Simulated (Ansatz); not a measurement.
# Static equation of state of (11,0) carbon nanotube bundle (132 atoms)

The cell holds 132 atoms: 132 C. Cell: a = 11.744 Å, b = 12.011 Å, c = 12.817 Å, α = 90.0°, β = 90.0°, γ = 119.3°. It derives from C (graphene). The starting structure: Graphene sheet (a = 2.46 Å) rolled into a (11,0) tube of diameter 8.61 Å, 3 periods, hexagonal bundle with 3.3 Å between walls; minimised with a classical potential (one cell length free).

Calculated with Ansatz 0.2.0: Kohn-Sham DFT, PBE+D3(BJ), PAW (set soft_2), plane waves; cutoff 420 eV, Γ point, fermi-dirac smearing of 0.025 eV. Cell and atoms were relaxed first, to V0 = 11.948 Å³ an atom at a residual P0 = 0.002 GPa. The cell was then scaled evenly, and the atoms were relaxed at each volume.

| volume (Å³/atom) | pressure (GPa) |
| --- | --- |
| 10.754 | 13.95 |
| 11.231 | ? |
| 11.590 | 3.888 |
| 12.307 | -3.299 |
| 12.665 | -5.206 |

Task: Fit the third-order Birch–Murnaghan equation to the rows given and interpolate to the withheld row.

Worked fit:

Take the Eulerian strain f = ½[(V0/V)^(2/3) − 1] and the normalised pressure F = (P − P0) / [3f(1 + 2f)^(5/2)]. The third-order Birch–Murnaghan equation is then the line F = B0 + (3/2)B0(B′ − 4) f, so u = f and v = F.

| u = f | v = F (GPa) |
| --- | --- |
| 0.0363830 | 107.187 |
| 0.0102571 | 120.028 |
| -0.00975666 | 118.491 |
| -0.0190504 | 100.430 |

With n = 4: mean u = 0.00445824, mean v = 111.534, Σ(u − ū)² = 0.0018075, Σ(u − ū)(v − v̄) = 0.072600. Slope b = 0.072600 / 0.0018075 = 40.165; intercept a = v̄ − b ū = 111.35.

So B0 = a = 111 GPa and B′ = 4 + 2b/(3a) = 4.24. At the withheld volume f = 0.02106, F = a + b f = 112.2 GPa, and P = P0 + 3f(1 + 2f)^(5/2) F.

Prediction at 11.231: 7.860 GPa. The run gave 7.296 GPa, so the fit is high by 0.56 GPa (7.7 % of the value).

The series isn't one smooth equation of state: even a line fitted to all rows, the withheld one included, misses F by up to 9.9 %. B0 and B′ are then only the numbers of this fit, not moduli of the material. Among the rows given, the largest miss of the fit is at 10.754, by 0.73 GPa (3.8 % of the range of the table).

Limits: Static cells at zero temperature; the cell shape is held. The program notes that the SCF threshold of these relaxations is loose for the stress. Only the Γ point is sampled, in a cell whose shortest periodic width is 10 Å.

[Hosts, paths, dates, database ids (printed as entryN), source tags and the programs' standing remarks are cut or masked in the printed files.]
